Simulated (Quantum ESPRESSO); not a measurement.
# NbPb (Pm-3m): phonons by linear response, part 3 of 3

How does NbPb (Pm-3m) vibrate, and is this structure a minimum?

Quantum ESPRESSO 7.5; DFT LDA, scalar-relativistic, plane waves, PseudoDojo norm-conserving pseudopotentials.

So far, highest frequency (cm⁻¹): step 7 (dispersion) 176. Also lowest frequency on the path (cm⁻¹): step 7 -34.7. The relaxed cell has a = 3.421 Å (conventional setting).

The structure was built from a prototype and need not be the compound's stable phase.

### 8. Sums over the zone

Sums over the zone need many more wavevectors than were solved, so the interpolation is sampled on a dense mesh.

The input, matdyn.in:

```
&INPUT
  asr    = 'simple'
  flfrc  = 'x.fc'
  dos    = .true.
  fldos  = 'x.dos'
  nk1    = 13
  nk2    = 13
  nk3    = 13
  deltaE = 0.3
/
```

Started as:

```bash
$ matdyn.x -in matdyn.in > matdyn.out
```

Numbers of over 12 decimals in the logs are rounded to 6 here.

The log of the run:

```text
[banner, memory and clock lines left out]
Program MATDYN v.7.5

 mass for atomic type   1 not given; uses mass from file x.fc
 mass for atomic type   2 not given; uses mass from file x.fc
     Message from routine matdyn:
     Z* not found in file x.fc, TO-LO splitting at q=0 will be absent!

Note: The following floating-point exceptions are signalling: IEEE_UNDERFLOW_FLAG
```

Wall time 4.4 s (1 thread of Arm Neoverse V1, shared host).

Numbers from this step:

| Property | Result |
| --- | --- |
| share of modes beyond 3i cm⁻¹ on the dense interpolated mesh | 0.0344 |

The phonon density of states has structure finer than the step of the table below, so its rows give means over 10 cm⁻¹, whole bins alone (the curve runs from -34.0 to 176 cm⁻¹). Peaks (cm⁻¹: height): total 29.6: 0.0515, 36.8: 0.0435, 92.0: 0.0813, 124.4: 0.0586, 135.2: 0.0925, 147.2: 0.0811; Nb 29.6: 0.0307, 36.8: 0.0307, 93.2: 0.0291, 124.4: 0.0311, 135.2: 0.0418, 147.2: 0.0335; Pb 29.6: 0.0209, 92.0: 0.0528, 114.8: 0.0370, 135.2: 0.0507, 147.2: 0.0476.

Tetrahedra. Table of phonon density of states by wavenumber; means over each step; values in 1/cm⁻¹/cell:

| wavenumber (cm⁻¹) | total | Nb | Pb |
| --- | --- | --- | --- |
| -20 | 0.00708 | 0.00357 | 0.00351 |
| -10 | 0.00817 | 0.00401 | 0.00416 |
| 0 | 0.00806 | 0.00412 | 0.00395 |
| 10 | 0.00954 | 0.00502 | 0.00453 |
| 20 | 0.0131 | 0.00709 | 0.00600 |
| 30 | 0.0356 | 0.0212 | 0.0144 |
| 40 | 0.0290 | 0.0186 | 0.0104 |
| 50 | 0.0248 | 0.0149 | 0.00994 |
| 60 | 0.0269 | 0.0153 | 0.0115 |
| 70 | 0.0308 | 0.0168 | 0.0140 |
| 80 | 0.0232 | 0.0140 | 0.00922 |
| 90 | 0.0526 | 0.0231 | 0.0295 |
| 100 | 0.0265 | 0.0117 | 0.0149 |
| 110 | 0.0236 | 0.00952 | 0.0141 |
| 120 | 0.0540 | 0.0242 | 0.0297 |
| 130 | 0.0543 | 0.0275 | 0.0268 |
| 140 | 0.0650 | 0.0284 | 0.0366 |
| 150 | 0.0712 | 0.0308 | 0.0405 |
| 160 | 0.0244 | 0.0129 | 0.0115 |
| 170 | 0.00614 | 0.00399 | 0.00215 |

### 9. Zone-centre analysis

A rigid shift of the crystal must cost nothing, but grids and finite bases break this; the acoustic sum rule is imposed before the matrix is diagonalised again.

The input, dynmat.in:

```
&INPUT
  fildyn = 'x.dyn1'
  asr    = 'simple'
  fileig = 'dynmat.eig'
/
```

Started as:

```bash
$ dynmat.x -in dynmat.in > dynmat.out
```

The log of the run:

```text
[banner, memory and clock lines left out]
Program DYNMAT v.7.5

     Reading Dynamical Matrix from file x.dyn1
     ...Force constants read
     ...epsilon and Z* not read (not found on file)
     A direction for q was not specified:TO-LO splitting will be absent

     Polarizability (A^3 units)
     multiply by 1.000000 for Clausius-Mossotti correction
         0.000000    0.000000    0.000000
         0.000000    0.000000    0.000000
         0.000000    0.000000    0.000000

     IR activities are in (D/A)^2/amu units

# mode   [cm-1]    [THz]      IR
    1      0.00    0.0000    0.0000
    2      0.00    0.0000    0.0000
    3      0.00    0.0000    0.0000
    4    176.22    5.2828    0.0000
    5    176.22    5.2828    0.0000
    6    176.22    5.2828    0.0000
```

Wall time 0.45 s (1 thread).

Unit eigenvectors of the mass-weighted matrix after the sum rule; no LO-TO term. The modes at Γ (shares of kinetic energy by element, %):

| mode | frequency (cm⁻¹) | symmetry | Nb % | Pb % |
| --- | --- | --- | --- | --- |
| 1 | 0.0 | acoustic | 31 | 69 |
| 2 | 0.0 | acoustic | 31 | 69 |
| 3 | 0.0 | acoustic | 31 | 69 |
| 4 | 176.2 | T1u | 69 | 31 |
| 5 | 176.2 | T1u | 69 | 31 |
| 6 | 176.2 | T1u | 69 | 31 |

Displacements in mode 5 (176.2 cm⁻¹), the largest set to 1:
```
Nb1  0.00  0.00  1.00
Pb2  0.00  0.00 -0.45
```

The rule moves no optical mode by more than 0.1 cm⁻¹.

### 10. Sum rules set otherwise (asr no)

Without the rule the raw error of the acoustic modes shows.

The input, dynmat.in:

```
&INPUT
  fildyn = 'x.dyn1'
  asr    = 'no'
  fileig = 'dynmat.eig'
/
```

Started as:

```bash
$ dynmat.x -in dynmat.in > dynmat.out
```

The log of the run:

```text
[banner, memory and clock lines left out]
Program DYNMAT v.7.5

     Reading Dynamical Matrix from file x.dyn1
     ...Force constants read
     ...epsilon and Z* not read (not found on file)
     A direction for q was not specified:TO-LO splitting will be absent

     Polarizability (A^3 units)
     multiply by 1.000000 for Clausius-Mossotti correction
         0.000000    0.000000    0.000000
         0.000000    0.000000    0.000000
         0.000000    0.000000    0.000000

     IR activities are in (D/A)^2/amu units

# mode   [cm-1]    [THz]      IR
    1     -1.45   -0.0436    0.0000
    2     -1.45   -0.0436    0.0000
    3     -1.45   -0.0436    0.0000
    4    176.20    5.2824    0.0000
    5    176.20    5.2824    0.0000
    6    176.20    5.2824    0.0000
```

The job ended after 0.45 s (1 thread).

Zone-centre frequencies as printed; negative means imaginary. Modes:

| mode | frequency (cm⁻¹) |
| --- | --- |
| 1 | -1.45 |
| 2 | -1.45 |
| 3 | -1.45 |
| 4 | 176.2 |
| 5 | 176.2 |
| 6 | 176.2 |

Against the first rule no mode moves by more than 1.5 cm⁻¹.

### 11. Sum rules set otherwise: a sum rule for molecules or wires on a crystal

This rule also removes rotations, which suits molecules and not a crystal; it is tried to see the harm.

The input, dynmat.in:

```
&INPUT
  fildyn = 'x.dyn1'
  asr    = 'zero-dim'
  fileig = 'dynmat.eig'
/
```

Started as:

```bash
$ dynmat.x -in dynmat.in > dynmat.out
```

The log of the run:

```text
[banner, memory and clock lines left out]
Program DYNMAT v.7.5

     Reading Dynamical Matrix from file x.dyn1
     ...Force constants read
     ...epsilon and Z* not read (not found on file)
     Acoustic Sum Rule: || Z*(ASR) - Z*(orig)|| =    0.000000E+00
     Acoustic Sum Rule: ||dyn(ASR) - dyn(orig)||=    4.263631E-01
     A direction for q was not specified:TO-LO splitting will be absent

     Polarizability (A^3 units)
     multiply by 1.000000 for Clausius-Mossotti correction
         0.000000    0.000000    0.000000
         0.000000    0.000000    0.000000
         0.000000    0.000000    0.000000

     IR activities are in (D/A)^2/amu units

# mode   [cm-1]    [THz]      IR
    1     -0.00   -0.0000    0.0000
    2      0.00    0.0000    0.0000
    3      0.00    0.0000    0.0000
    4      0.00    0.0000    0.0000
    5      0.00    0.0000    0.0000
    6    176.21    5.2826    0.0000
```

It took 0.45 s on 1 thread.

The program raised no error, yet the settings are not those of a careful run.

The fault: a sum rule for molecules or wires on a crystal; 2 optical modes are projected out to zero frequency, as if they were rotations.

For a crystal the rule has to be 'simple' or 'crystal'.

Zone-centre frequencies as printed; negative means imaginary. Modes:

| mode | frequency (cm⁻¹) |
| --- | --- |
| 1 | 0 |
| 2 | 0 |
| 3 | 0 |
| 4 | 0 |
| 5 | 0 |
| 6 | 176.2 |

### 12. The dispersion under another sum rule (asr crystal)

The sum rule corrects the force constants themselves, so it can shift branches at any wavevector, low ones most.

The input, matdyn.in:

```
&INPUT
  asr              = 'crystal'
  flfrc            = 'x.fc'
  flfrq            = 'x.freq'
  flvec            = 'x.modes'
  q_in_band_form   = .true.
  q_in_cryst_coord = .true.
/
8
  0.0000000   0.0000000   0.0000000   8  ! GAMMA
  0.0000000   0.5000000   0.0000000   8  ! X
  0.5000000   0.5000000   0.0000000   8  ! M
  0.0000000   0.0000000   0.0000000   8  ! GAMMA
  0.5000000   0.5000000   0.5000000   8  ! R
  0.0000000   0.5000000   0.0000000   1  ! X
  0.5000000   0.5000000   0.5000000   8  ! R
  0.5000000   0.5000000   0.0000000   1  ! M
```

Started as:

```bash
$ matdyn.x -in matdyn.in > matdyn.out
```

The log of the run:

```text
[banner, memory and clock lines left out]
Program MATDYN v.7.5

 mass for atomic type   1 not given; uses mass from file x.fc
 mass for atomic type   2 not given; uses mass from file x.fc
 Norm of the difference between old and new effective charges:    0.000000

 Norm of the difference between old and new force-constants:   3.03115e-05

     Message from routine matdyn:
     Z* not found in file x.fc, TO-LO splitting at q=0 will be absent!
     Message from routine matdyn:
     Z* not found in file x.fc, TO-LO splitting at q=0 will be absent!

Note: The following floating-point exceptions are signalling: IEEE_UNDERFLOW_FLAG
```

Wall time 0.45 s (1 thread).

Numbers from this step:

```yaml
lowest_frequency_on_the_path: -34.73 cm⁻¹
```

At the labelled points the branches move by no more than 0.2 cm⁻¹.

### 13. Summary of results

| Item | Value |
| --- | --- |
| space group after relaxation | Pm-3m |
| volume per atom | 20.0 Å³ |
| highest optical zone-centre mode (no LO-TO term) | 176.2 cm⁻¹ |
| q mesh | 2×2×2 |
| lowest mode on the q mesh (acoustic ones at the zone centre apart) | 32.1 cm⁻¹ |
| imaginary modes on the q mesh | none |

NbPb (Pm-3m) is dynamically stable on the 2×2×2 mesh; its spectrum reaches 176 cm⁻¹. At the LDA level the optical modes of NbPb (Pm-3m) at the zone centre lie at 176 cm⁻¹. The imaginary part of the path lies between the solved wavevectors, so it may come from the interpolation. These are harmonic frequencies at zero temperature: anharmonic shifts and linewidths and thermal expansion are left out. Spin-orbit coupling is left out, which can matter for the heavy elements here. In a metal the frequencies hang on the k mesh and the smearing, most of all near Kohn anomalies. The runs are without spin polarisation, although the cell has an odd electron count or an open d or f shell, so a magnetic state was not tested. The q mesh stands for a supercell only 6.8 Å across, so branches between the solved wavevectors are rough. The structure is a hypothetical one, built on a prototype.

[Host names and launcher messages were left out of these logs when they were recorded.]

[Logs are printed without paths, hosts, clocks, repeated set-up lines and the standing remarks that a program may print on its own settings, such as how far it seeks lower states.]

[Hosts, paths, dates, database ids (printed as entryN), source tags and the programs' standing remarks are cut or masked in the printed files.]
